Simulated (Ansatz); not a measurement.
**Nb2Se2O3: complex band structure**

Wanted: the relaxed cell of Nb2Se2O3, its band edges and its decay constants. It is built by putting Se for part of the O in the Nb2O5 structure of space group C2/m, with the volume rescaled by atomic radii. The parent structure comes from the Materials Project.

Main program and level: Ansatz 0.2.0; PBE DFT, plane waves, PAW files, in the first sound run; inputs show where later runs differ.

The structure was built from a prototype and need not be the compound's stable phase.

## Step 1: The starting structure

It takes space group Cm (No. 8, monoclinic). The conventional cell has a = 14.113 Å, b = 4.187 Å, c = 4.360 Å, α = 90.00°, β = 90.84°, γ = 90.00°. Nearest to Nb lie 4 O at 1.95 to 2.41 Å and 2 Se at 2.08 to 2.40 Å. Nearest to Nb lie 3 O at 1.95 to 2.41 Å and 3 Se at 2.08 to 2.18 Å. Nearest to O lie 2 Nb at 1.95 to 2.41 Å. O has 2 Nb at 1.95 to 2.41 Å nearest. Nearest to Se lie 2 Nb at 2.08 Å. Nearest to Se lie 3 Nb at 2.18 to 2.40 Å. It derives from Nb2O5. Se for part of the O in the Nb2O5 structure of space group C2/m. Farther neighbours and most contacts between anions are not listed.

Structure file:

```cif
data_structure
_symmetry_space_group_name_H-M 'P 1'
_symmetry_Int_Tables_number 1
_cell_length_a 7.3605
_cell_length_b 7.3605
_cell_length_c 4.3602
_cell_angle_alpha 90.804
_cell_angle_beta 90.804
_cell_angle_gamma 33.047
_cell_volume 128.80
loop_
_atom_site_label
_atom_site_type_symbol
_atom_site_fract_x
_atom_site_fract_y
_atom_site_fract_z
_atom_site_occupancy
Nb1 Nb 0.85348 0.85348 0.93194 1
Nb2 Nb 0.14652 0.14652 0.06806 1
O3 O 0.85096 0.85096 0.48437 1
O4 O 0.14904 0.14904 0.51563 1
Se5 Se 0.00000 0.00000 0.00000 1
Se6 Se 0.68510 0.68510 0.00543 1
O7 O 0.31490 0.31490 0.99457 1
```

## Step 2: Cell and atoms at rest

The substituted atoms don't fit the parent's cell, so cell and atoms relax together. A small smearing keeps the run stable in case the gap closes on the way.

Input file input.yaml:

```yaml
crystal:
  lattice:
    - [7.0565184985, -2.0933996071, 0.0]
    - [7.0565184985, 2.0933996071, 0.0]
    - [-0.0638431003, 0.0, 4.3597065319]
  atoms:
    - { symbol: Nb, position: [0.85347898, 0.85347898, 0.93193928] }
    - { symbol: Nb, position: [0.14652102, 0.14652102, 0.06806072] }
    - { symbol: O, position: [0.850962, 0.850962, 0.48437345] }
    - { symbol: O, position: [0.149038, 0.149038, 0.51562655] }
    - { symbol: Se, position: [0.0, 0.0, 0.0] }
    - { symbol: Se, position: [0.68510162, 0.68510162, 0.00543203] }
    - { symbol: O, position: [0.31489838, 0.31489838, 0.99456797] }
kpoints:
  mp_grid: { grid: [6, 6, 6] }
scf:
  occupations: { method: gaussian, width: 0.03 }
hamiltonian:
  xc: pbe
output:
  forces: true
  stress: true
relax:
  f_tol: 0.02
  max_steps: 60
  cell: {}
```

Run with:

```console
$ ansatz run input.yaml --threads 2 --pin off --max-ram 4096MiB --backend cpu --events-out ev --progress --plain --runs-dir out
```

Numbers of over 12 decimals in the logs are rounded to 6 here.

What it wrote:

```text
Engine: ansatz 0.2.0, aarch64-unknown-linux-gnu
Pseudopotentials: kind: paw
Pseudopotential: Nb, paw, valence charge 13, recommended cutoff 420 eV (normal), Nb.paw.azcp
Pseudopotential: O, paw, valence charge 6, recommended cutoff 420 eV (normal), O.paw.azcp
Pseudopotential: Se, paw, valence charge 16, recommended cutoff 420 eV (normal), Se.paw.azcp
Functional definition: PBE
  parameter kappa = 0.804
  parameter beta = 0.066725
  exchange = pbe_x(kappa = kappa, mu = beta*pi^2/3)
  correlation = pbe_c(beta = beta)
Crystal: 7 atoms, lattice volume = 128.804 Å³
Basis set: ecut = 420 eV, 2523 PW (Γ), exchange–correlation on 100×100×60 points (8 copies of the dense FFT grid, shifted against one another)
Bands: 46, of which v1, the nominal top of the filled ones, is band 38 counted from 1 (37 counted from 0)
Symmetry: 2 space group operations
Space group: Cm (ITA 8), of the structure as read, at distance tolerance 5.1e-5 Å
k-points: 68 of 216 (time reversal used)
Non-local potential: Nb, projectors of the file, l = 0: 3, l = 1: 2, l = 2: 2, l = 3: 1
Non-local potential: O, projectors of the file, l = 0: 2, l = 1: 2, l = 2: 1
Non-local potential: Se, projectors of the file, l = 0: 2, l = 1: 2, l = 2: 3, l = 3: 1
PAW form: soft (Blöchl's): semilocal exchange-correlation on the pseudo side does not see the compensation charge
PAW one-centre angular grid: Nb, 590 points (default); XC on 64 Gauss nodes
PAW one-centre angular grid: O, 110 points (default); XC on 64 Gauss nodes
PAW one-centre angular grid: Se, 590 points (default); XC on 64 Gauss nodes
Initial density: superposition of atomic densities (neutral atoms: chi_scale 0, normalization atom), corrected by the library's trained network
Initial wavefunctions: pseudopotential atomic-orbital guess
Functional: x = pbe(κ = 0.804, μ = 0.219515), c = pbe(β = 0.066725)
SCF iter   1: F=—  HF=-21741.481650 eV  |F-HF|=—  |Δ(HF+E_count)|=         —  Δρ=6.16e-3  dr2=6.35e-2  ethr=1.77e-3  ⟨swp⟩=6.1  Hψ=11553  notcnv=0  defer=3
preconditioner: auto → none  [metal: Δε(μ)=0.031 eV  Ē_g=8.969 eV  σ=0.030 eV  W_gap=0.47  n_scr=38 (ndim 8)  ℏωp=20.7 eV  f_vac=0.176  D(μ)=0.51/eV (n_scr^D=0)  sad-step TF]
SCF iter   2: F=—  HF=-21741.478408 eV  |F-HF|=—  |Δ(HF+E_count)|=   3.24e-3  Δρ=3.70e-3  dr2=2.64e-2  ethr=8.36e-5  ⟨swp⟩=2.3  Hψ=4834  notcnv=0  defer=141
SCF iter   3: F=—  HF=-21741.488835 eV  |F-HF|=—  |Δ(HF+E_count)|=   1.04e-2  Δρ=7.43e-3  dr2=1.08e-1  ethr=3.48e-5  ⟨swp⟩=3.0  Hψ=5451  notcnv=0  defer=141  recentre
SCF iter   4: F=—  HF=-21741.475560 eV  |F-HF|=—  |Δ(HF+E_count)|=   1.33e-2  Δρ=1.86e-3  dr2=9.24e-3  ethr=3.48e-5  ⟨swp⟩=2.0  Hψ=4720  notcnv=0  defer=141
SCF iter   5: F=—  HF=-21741.474503 eV  |F-HF|=—  |Δ(HF+E_count)|=   1.06e-3  Δρ=6.67e-4  dr2=6.60e-4  ethr=1.22e-5  ⟨swp⟩=1.7  Hψ=3915  notcnv=0  defer=141
SCF iter   6: F=—  HF=-21741.474571 eV  |F-HF|=—  |Δ(HF+E_count)|=   6.79e-5  Δρ=3.82e-4  dr2=1.94e-4  ethr=8.69e-7  ⟨swp⟩=2.0  Hψ=4140  notcnv=0  defer=141
SCF iter   7: F=—  HF=-21741.474574 eV  |F-HF|=—  |Δ(HF+E_count)|=   3.19e-6  Δρ=1.97e-4  dr2=3.91e-5  ethr=2.56e-7  ⟨swp⟩=2.0  Hψ=3913  notcnv=0  defer=141
SCF iter   8: F=—  HF=-21741.474552 eV  |F-HF|=—  |Δ(HF+E_count)|=   2.18e-5  Δρ=7.51e-5  dr2=6.40e-6  ethr=5.14e-8  ⟨swp⟩=2.0  Hψ=4147  notcnv=0  defer=141
SCF iter   9: F=—  HF=-21741.474554 eV  |F-HF|=—  |Δ(HF+E_count)|=   1.80e-6  Δρ=3.44e-5  dr2=1.28e-6  ethr=8.42e-9  ⟨swp⟩=2.0  Hψ=4321  notcnv=0  defer=141
SCF iter  10: F=—  HF=-21741.474555 eV  |F-HF|=—  |Δ(HF+E_count)|=   3.90e-7  Δρ=1.31e-5  dr2=1.00e-7  ethr=1.68e-9  ⟨swp⟩=2.0  Hψ=3911  notcnv=0  defer=141
SCF iter  11: F=-21741.474555 eV  HF=-21741.474555 eV  |F-HF|=2.59e-8  |Δ(HF+E_count)|=   1.18e-7  Δρ=6.91e-6  dr2=4.90e-8  ethr=1.32e-10  ⟨swp⟩=4.0  Hψ=9618  notcnv=0
SCF 1 converged in 11 iterations: F = -21741.474555 eV  dr2 = 4.90e-8
  greatest PAW one-centre occupation: 1.000 electrons in one spin orbital (limit 2), on the Se atom at site 4 (counted from 0), in its partial waves of l = 2
relax step   1: F+E_penalty+E_count = -21741.47455468 eV  Δ(F+E_penalty+E_count) = +0.000e0 eV  max|allowed force component| = 7.795e0 eV/Å  Δτ_max = 0.0000 Å  P = +24.032 GPa  Ω = 128.804 Å³  (11 SCF iters, dr2 threshold 1.00e-7 eV, accepted)
Crystal: 7 atoms, lattice volume = 136.735 Å³
Basis set: ecut = 420 eV, 2645 PW (Γ), exchange–correlation on 100×100×60 points (8 copies of the dense FFT grid, shifted against one another)
Initial density: handed on by an earlier stage of this run
Initial wavefunctions: those handed on with the density
iter 1 solved again at ethr=6.92e-4 eV; its pass at ethr=3.10e-3 eV (dr2=5.26e-1 eV) is discarded
SCF iter   1: F=—  HF=-21745.347314 eV  |F-HF|=—  |Δ(HF+E_count)|=         —  Δρ=1.97e-2  dr2=5.25e-1  ethr=6.92e-4  ⟨swp⟩=1.6  Hψ=18082  notcnv=0
preconditioner: auto → Resta (q_TF=auto, 2.474 Å⁻¹)  ε∞=6.1  [insulator: Δε(μ)=0.474 eV  Ē_g=8.919 eV  σ=0.030 eV  W_gap=1.00  n_scr=38 (ndim 8)  ℏωp=20.1 eV  f_vac=0.188  D(μ)=0.00/eV (n_scr^D=0)  ε∞_Penn≈6.1]
SCF iter   2: F=—  HF=-21745.274749 eV  |F-HF|=—  |Δ(HF+E_count)|=   7.26e-2  Δρ=1.18e-2  dr2=1.53e-1  ethr=6.91e-4  ⟨swp⟩=2.8  Hψ=5045  notcnv=0
SCF iter   3: F=—  HF=-21745.256148 eV  |F-HF|=—  |Δ(HF+E_count)|=   1.86e-2  Δρ=6.48e-3  dr2=5.46e-2  ethr=2.02e-4  ⟨swp⟩=2.0  Hψ=4995  notcnv=0  defer=72
SCF iter   4: F=—  HF=-21745.249096 eV  |F-HF|=—  |Δ(HF+E_count)|=   7.05e-3  Δρ=1.38e-3  dr2=4.85e-3  ethr=7.18e-5  ⟨swp⟩=2.1  Hψ=5201  notcnv=0  defer=114
SCF iter   5: F=—  HF=-21745.248985 eV  |F-HF|=—  |Δ(HF+E_count)|=   1.10e-4  Δρ=7.69e-4  dr2=1.49e-3  ethr=6.39e-6  ⟨swp⟩=2.0  Hψ=5247  notcnv=0  defer=114
SCF iter   6: F=—  HF=-21745.248963 eV  |F-HF|=—  |Δ(HF+E_count)|=   2.22e-5  Δρ=4.95e-4  dr2=4.95e-4  ethr=1.97e-6  ⟨swp⟩=2.0  Hψ=5134  notcnv=0  defer=114
SCF iter   7: F=—  HF=-21745.248998 eV  |F-HF|=—  |Δ(HF+E_count)|=   3.53e-5  Δρ=3.71e-4  dr2=2.34e-4  ethr=6.51e-7  ⟨swp⟩=2.0  Hψ=4395  notcnv=0  defer=114
SCF iter   8: F=—  HF=-21745.249005 eV  |F-HF|=—  |Δ(HF+E_count)|=   6.57e-6  Δρ=1.14e-4  dr2=2.47e-5  ethr=3.08e-7  ⟨swp⟩=2.0  Hψ=4304  notcnv=0  defer=114
SCF iter   9: F=—  HF=-21745.249022 eV  |F-HF|=—  |Δ(HF+E_count)|=   1.75e-5  Δρ=7.93e-5  dr2=9.78e-6  ethr=3.25e-8  ⟨swp⟩=2.0  Hψ=5318  notcnv=0  defer=114
SCF iter  10: F=—  HF=-21745.249027 eV  |F-HF|=—  |Δ(HF+E_count)|=   4.11e-6  Δρ=4.96e-5  dr2=3.58e-6  ethr=1.29e-8  ⟨swp⟩=2.0  Hψ=4472  notcnv=0  defer=114
SCF iter  11: F=-21745.249028 eV  HF=-21745.249028 eV  |F-HF|=6.03e-7  |Δ(HF+E_count)|=   1.07e-6  Δρ=1.42e-5  dr2=4.01e-7  ethr=9.21e-10  ⟨swp⟩=3.1  Hψ=12722  notcnv=0
[...]
relax step  38: F+E_penalty+E_count = -21748.88572541 eV  Δ(F+E_penalty+E_count) = -9.743e-4 eV  max|allowed force component| = 2.370e-2 eV/Å  Δτ_max = 0.0172 Å  P = -0.074 GPa  Ω = 143.243 Å³  energy of the carried Pulay correction = -1.100e-2 eV  (7 SCF iters, dr2 threshold 1.37e-7 eV, accepted)
relax step  39: F+E_penalty+E_count = -21748.88614284 eV  Δ(F+E_penalty+E_count) = -4.174e-4 eV  max|allowed force component| = 6.862e-3 eV/Å  Δτ_max = 0.0043 Å  P = +0.022 GPa  Ω = 143.097 Å³  energy of the carried Pulay correction = -1.068e-2 eV  (6 SCF iters, dr2 threshold 3.52e-8 eV, accepted)
relax step  40: F+E_penalty+E_count = -21748.88638493 eV  Δ(F+E_penalty+E_count) = -2.421e-4 eV  max|allowed force component| = 1.271e-2 eV/Å  Δτ_max = 0.0064 Å  P = +0.024 GPa  Ω = 143.014 Å³  energy of the carried Pulay correction = -1.049e-2 eV  (7 SCF iters, dr2 threshold 1.10e-8 eV, accepted)
relax step  41: F+E_penalty+E_count = -21748.88663404 eV  Δ(F+E_penalty+E_count) = -2.491e-4 eV  max|allowed force component| = 8.962e-3 eV/Å  Δτ_max = 0.0124 Å  P = +0.009 GPa  Ω = 142.924 Å³  energy of the carried Pulay correction = -1.029e-2 eV  (11 SCF iters, accepted)
relax step  42: F+E_penalty+E_count = -21748.90391671 eV  Δ(F+E_penalty+E_count) = -1.728e-2 eV  max|allowed force component| = 6.877e-3 eV/Å  Δτ_max = 0.0000 Å  P = +0.090 GPa  Ω = 142.924 Å³  stress off target by 3.38e-1 GPa  SCF on the basis re-selected at this cell (its energy is not comparable with the rows above)  (10 SCF iters)
relax step  43: F+E_penalty+E_count = -21748.90437537 eV  Δ(F+E_penalty+E_count) = -4.587e-4 eV  max|allowed force component| = 1.725e-2 eV/Å  Δτ_max = 0.0178 Å  P = +0.062 GPa  Ω = 143.341 Å³  energy of the carried Pulay correction = -6.765e-4 eV  (6 SCF iters, dr2 threshold 2.86e-7 eV, accepted)
relax step  44: F+E_penalty+E_count = -21748.90359642 eV  Δ(F+E_penalty+E_count) = +7.789e-4 eV  max|allowed force component| = 2.360e-2 eV/Å  Δτ_max = 0.0331 Å  P = +0.028 GPa  Ω = 144.659 Å³  energy of the carried Pulay correction = -2.924e-3 eV  (8 SCF iters, dr2 threshold 1.81e-7 eV, accepted)
relax step  45: F+E_penalty+E_count = -21748.90333805 eV  Δ(F+E_penalty+E_count) = +2.584e-4 eV  max|allowed force component| = 1.082e-2 eV/Å  Δτ_max = 0.0057 Å  P = +0.017 GPa  Ω = 144.855 Å³  energy of the carried Pulay correction = -3.275e-3 eV  (7 SCF iters, dr2 threshold 3.90e-8 eV, accepted)
relax step  46: F+E_penalty+E_count = -21748.90721685 eV  Δ(F+E_penalty+E_count) = -3.879e-3 eV  max|allowed force component| = 1.127e-2 eV/Å  Δτ_max = 0.0000 Å  P = +0.029 GPa  Ω = 144.855 Å³  stress off target by 8.90e-2 GPa  SCF on the basis re-selected at this cell (its energy is not comparable with the rows above)  (9 SCF iters)
relax step  47: F+E_penalty+E_count = -21748.90662329 eV  Δ(F+E_penalty+E_count) = +5.936e-4 eV  max|allowed force component| = 1.356e-2 eV/Å  Δτ_max = 0.0124 Å  P = +0.003 GPa  Ω = 145.341 Å³  energy of the carried Pulay correction = -7.834e-4 eV  (9 SCF iters, dr2 threshold 1.98e-8 eV, accepted)
iter 1 solved again at ethr=9.51e-8 eV; its pass at ethr=3.10e-3 eV (dr2=7.23e-5 eV) is discarded
SCF iter   1: F=—  HF=-21748.905886 eV  |F-HF|=—  |Δ(HF+E_count)|=         —  Δρ=1.49e-4  dr2=8.62e-7  ethr=9.51e-8  ⟨swp⟩=3.3  Hψ=19754  notcnv=0
preconditioner: auto → Resta (q_TF=auto, 2.449 Å⁻¹)  ε∞=5.9  [insulator: Δε(μ)=0.261 eV  Ē_g=8.815 eV  σ=0.030 eV  W_gap=1.00  n_scr=42 (ndim 8)  ℏωp=19.5 eV  f_vac=0.130  D(μ)=0.00/eV (n_scr^D=0)  ε∞_Penn≈5.9]
SCF iter   2: F=—  HF=-21748.907136 eV  |F-HF|=—  |Δ(HF+E_count)|=   1.25e-3  Δρ=7.54e-5  dr2=2.32e-7  ethr=1.13e-9  ⟨swp⟩=2.6  Hψ=5801  notcnv=0
SCF iter   3: F=—  HF=-21748.907418 eV  |F-HF|=—  |Δ(HF+E_count)|=   2.83e-4  Δρ=1.45e-5  dr2=9.98e-8  ethr=3.05e-10  ⟨swp⟩=2.2  Hψ=4489  notcnv=0
SCF iter   4: F=—  HF=-21748.907426 eV  |F-HF|=—  |Δ(HF+E_count)|=   7.93e-6  Δρ=2.05e-6  dr2=3.59e-9  ethr=1.31e-10  ⟨swp⟩=2.0  Hψ=4399  notcnv=0
SCF iter   5: F=—  HF=-21748.907426 eV  |F-HF|=—  |Δ(HF+E_count)|=   1.26e-7  Δρ=6.80e-7  dr2=1.17e-9  ethr=4.73e-12  ⟨swp⟩=2.0  Hψ=5197  notcnv=0
SCF iter   6: F=—  HF=-21748.907426 eV  |F-HF|=—  |Δ(HF+E_count)|=   3.59e-9  Δρ=5.27e-7  dr2=7.12e-10  ethr=1.54e-12  ⟨swp⟩=2.0  Hψ=4475  notcnv=0
SCF iter   7: F=—  HF=-21748.907426 eV  |F-HF|=—  |Δ(HF+E_count)|=  4.77e-10  Δρ=2.38e-7  dr2=1.01e-10  ethr=1.00e-12  ⟨swp⟩=2.0  Hψ=4115  notcnv=0
SCF iter   8: F=-21748.907426 eV  HF=-21748.907426 eV  |F-HF|=2.55e-11  |Δ(HF+E_count)|=  1.64e-10  Δρ=1.42e-7  dr2=2.98e-11  ethr=1.00e-12  ⟨swp⟩=4.0  Hψ=9599  notcnv=0
SCF 48 converged in 8 iterations: F = -21748.907426 eV  dr2 = 2.98e-11
relax step  48: F+E_penalty+E_count = -21748.90742614 eV  Δ(F+E_penalty+E_count) = -8.028e-4 eV  max|allowed force component| = 1.340e-2 eV/Å  Δτ_max = 0.0000 Å  P = +0.005 GPa  Ω = 145.341 Å³  stress off target by 3.58e-2 GPa  SCF on the basis re-selected at this cell (its energy is not comparable with the rows above)  (8 SCF iters)
basis re-selected at this cell: Δ(F+E_penalty+E_count) = -8.028e-4 eV, ΔP = +0.002 GPa vs the last step (what re-selecting the basis moved, of the pressure what is left beyond the Pulay correction that the steps carried, after the strain that the cell walked since its last selection, with what the two solves' SCF thresholds leave and, on support functions, any second-order correction that the steps lacked; it is no m [...]
SCF converged after 8 iterations
Free energy (F): -21748.907426 eV
Harris-Foulkes:  -21748.907426 eV  (|F-HF|=2.55e-11)
Internal energy: -21748.907426 eV  (E = F + TS)
E sigma→0 (E₀):  -21748.907426 eV
Fermi energy:    6.677559 eV
--- Per-component energies (eV) ---
  E_band       = -1293.177284
  E_kinetic    = 1543.654048
  E_local      = -9548.506101  (includes V_loc(G=0)·N_el)
  E_nonlocal   = -814.240646
  E_hartree    = 4152.716896
  E_xc         = -777.107710
  E_vxc        = -899.212749  (∫ρ·V_xc dr)
  E_paw        = -10440.649514  (= ΣΔE_a)
  E_vpaw       = 119.688195  (= ΣTr[D̂ρ^β])
  E_aug_tail   = 0.006108  (compensation charges beyond the density's cutoff)
  E_ewald      = -5864.780508
  E_smearing   = -0.000000  (= −TS)
  E_closure    = -0.000000  (closes the sum)
  Σ components = -21748.907426   (vs F -21748.907426, Δ=0.00e0)
--- Forces (eV/Å), atoms counted from 1 ---
  atom   1  Nb    -0.00157613     0.00000000     0.00098512
  atom   2  Nb    -0.01340123    -0.00000000    -0.00032403
  atom   3  O     -0.00017461     0.00000000     0.00097945
  atom   4  O     -0.00259126     0.00000000    -0.00378582
  atom   5  Se    -0.00000385     0.00000000    -0.00196007
  atom   6  Se     0.00957992     0.00000000     0.00432441
  atom   7  O      0.00816943    -0.00000000    -0.00021316
  max |Σ_I F_I| component: 5.89e-6 eV/Å
--- Stress (GPa, compression-positive) ---
        0.019200       0.000000      -0.024797
        0.000000      -0.002671      -0.000000
       -0.024797      -0.000000      -0.001382
  P = ⅓ Tr σ = 0.0050 GPa (0.050 kbar)
--- Relaxed structure (43 steps of the walk, 39 accepted, 5 SCFs on fresh bases) ---
  F+E_penalty+E_count = -21748.90742614 eV   max|allowed force component| = 1.340e-2 eV/Å   (the final SCF, on the basis selected at the relaxed cell)
  cell:  # Å, volume = 145.3411 Å³
    - [9.629904, -1.983984, -0.640352]
    - [9.629904, 1.983984, -0.640352]
    - [-0.482752, 1.1634575391472967e-16, 3.835732]
  atoms:
    - { symbol: Nb, position: [0.850320, 0.850320, 1.058931] }
    - { symbol: Nb, position: [0.204721, 0.204721, -0.051043] }
    - { symbol: O, position: [0.834680, 0.834680, 0.539260] }
    - { symbol: O, position: [0.205924, 0.205924, 0.428794] }
    - { symbol: Se, position: [-0.028160, -0.028160, 0.172054] }
    - { symbol: Se, position: [0.623476, 0.623476, -0.165574] }
    - { symbol: O, position: [0.309040, 0.309040, 1.017577] }
```

The job ended after 14 min (2 threads of Arm Neoverse V2, shared host; peak memory 0.67 GiB; 27 min of CPU time).

The steps of the relaxation (22 of 48):

```
step  energy less that of the first step (eV)  largest force component (eV/Å)  pressure (GPa)  volume (Å³)
   1                                   0.0000                          7.7949           24.03       128.80
   3                                  -5.3325                          2.1712            8.63       138.74
   5                                  -6.2395                          1.3026           -0.98       142.55
   8                                  -6.8645                          0.9765            2.83       134.27
  10                                  -6.9766                          0.3607           -1.04       137.55
  12                                  -6.9904                          0.2003           -0.23       136.25
  14                                  -6.9953                          0.2051            0.14       136.30
  17                                  -6.9972                          0.0216            0.08       136.00
  19                                  -6.9971                          0.0089            0.01       136.15
  21                                  -7.1275                          0.3177            0.05       139.39
  23                                  -7.2330                          0.4740           -0.59       143.01
  26                                  -7.2928                          0.1698            0.29       139.34
  28                                  -7.3037                          0.0917           -0.13       138.33
  30                                  -7.3079                          0.0932            0.11       137.46
  32                                  -7.3083                          0.0224            0.00       137.73
  35                                  -7.4073                          0.3603           -0.01       141.90
  37                                  -7.4102                          0.0468           -0.01       143.56
  39                                  -7.4116                          0.0069            0.02       143.10
  41                                  -7.4121                          0.0090            0.01       142.92
  44                                  -7.4290                          0.0236            0.03       144.66
 46*                                  -7.4327                          0.0113            0.03       144.85
 48*                                  -7.4329                          0.0134            0.01       145.34
```

Relaxation steps marked * repeat the geometry before them on a plane-wave basis chosen anew for their cell, so energy and pressure can jump there. Other such steps can lie between the rows shown. Relaxation steps 13, 16, 24, 27 were tried and not accepted.

The run keeps the 2 symmetry operations that it works with, so distortions that break them were not tested.

```
     cell as run  before   after   change
           a (Å)   7.360   9.853  +33.9 %
           b (Å)   7.360   9.853  +33.9 %
           c (Å)   4.360   3.866  -11.3 %
           α (°)   90.80  100.75  +11.0 %
           β (°)   90.80  100.75  +11.0 %
           γ (°)   33.05   23.23  -29.7 %
volume (Å³/atom)   18.40   20.76  +12.8 %
```

The atoms that moved most (Å, as changes of fractional coordinates times the final cell):

```
atom      dx     dy      dz  length
 Nb2   1.178  0.000  -0.531   1.293
 Se6  -1.104  0.000  -0.577   1.246
  O4   1.138  0.000  -0.406   1.208
 Se5  -0.625  0.000   0.696   0.936
 Nb1  -0.122  0.000   0.491   0.506
  O3  -0.340  0.000   0.231   0.411
  O7  -0.124  0.000   0.096   0.157
```

This step gave:

| Property | Result |
| --- | --- |
| free energy | -21748.9074 eV |
| Fermi energy | 6.678 eV |
| pressure | 0.005049 GPa |

The largest force component on a free atom ends at 0.013 eV/Å.

(Continued in part 2 of 4.)

[Logs are printed without paths, hosts, clocks, repeated set-up lines and the standing remarks that a program may print on its own settings, such as how far it seeks lower states.]

[Hosts, paths, dates, database ids (printed as entryN), source tags and the programs' standing remarks are cut or masked in the printed files.]
